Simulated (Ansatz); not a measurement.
# Cd4SeS3 (Se on 25 % of the S sites, one arrangement): which shell does photoemission see at 21.2 and 60 eV? (PBEsol)

The valence band of Cd4SeS3 (Se on 25 % of the S sites, one arrangement) mixes several shells. Work out by hand which one leads the spectrum's area at each photon energy.

Filled states come from the projected DOS of Ansatz 0.2.0 (PBEsol, plane waves); cross sections σ and asymmetry parameters β are those of free atoms in a Dirac–Hartree–Slater calculation. A shell's area is states × σ × angular factor, which is 1 + β·P₂(cos θ) for linear light, with θ = 0° from the polarisation and P₂ = 1.000.

**At 21.2 eV** (states counted from 10.9 eV below the zero; other shells add 0.79 to the products' sum of 223):

```
shell  filled states a cell  cross section (Mb an electron)      β  angular factor  product  share by hand (%)  share in the simulated spectrum (%)
Cd 4d                 78.65                           0.964  -0.11            0.89     67.5                 30                                   30
Se 4p                 10.24                            2.04   1.83            2.83     59.2                 27                                   27
 S 3p                 30.95                            1.08   1.85            2.85     95.3                 43                                   43
```

**At 60 eV** (states counted from 14.2 eV below the zero; other shells add 8.2 to the products' sum of 347):

```
shell  filled states a cell  cross section (Mb an electron)     β  angular factor  product  share by hand (%)  share in the simulated spectrum (%)
Cd 4d                 79.82                            2.14  0.92            1.92      327                 94                                   94
Se 4p                 10.24                          0.0445  0.06            1.06    0.483                  0                                    0
 S 3p                 30.96                           0.182  1.01            2.01     11.3                  3                                    3
```

S 3p leads at 21.2 eV and Cd 4d at 60 eV. Between the two energies σ of S 3p changes by a factor 0.17 and that of Cd 4d by 2.2, so their ratio moves 13-fold in favour of the second. The simulated spectrum uses the same rule on the energy-resolved DOS, so the two share columns agree within a few points.

The angular factor decides the lead at one of the energies. Only crystals where the two columns agree within 4 points and the lead is clear are worked in this form. Free-atom cross sections ignore the solid's final states, no escape depth or background enters, and the count of states a shell hangs on the projection.

[Logs are printed without paths, hosts, clocks, repeated set-up lines and the standing remarks that a program may print on its own settings, such as how far it seeks lower states.]
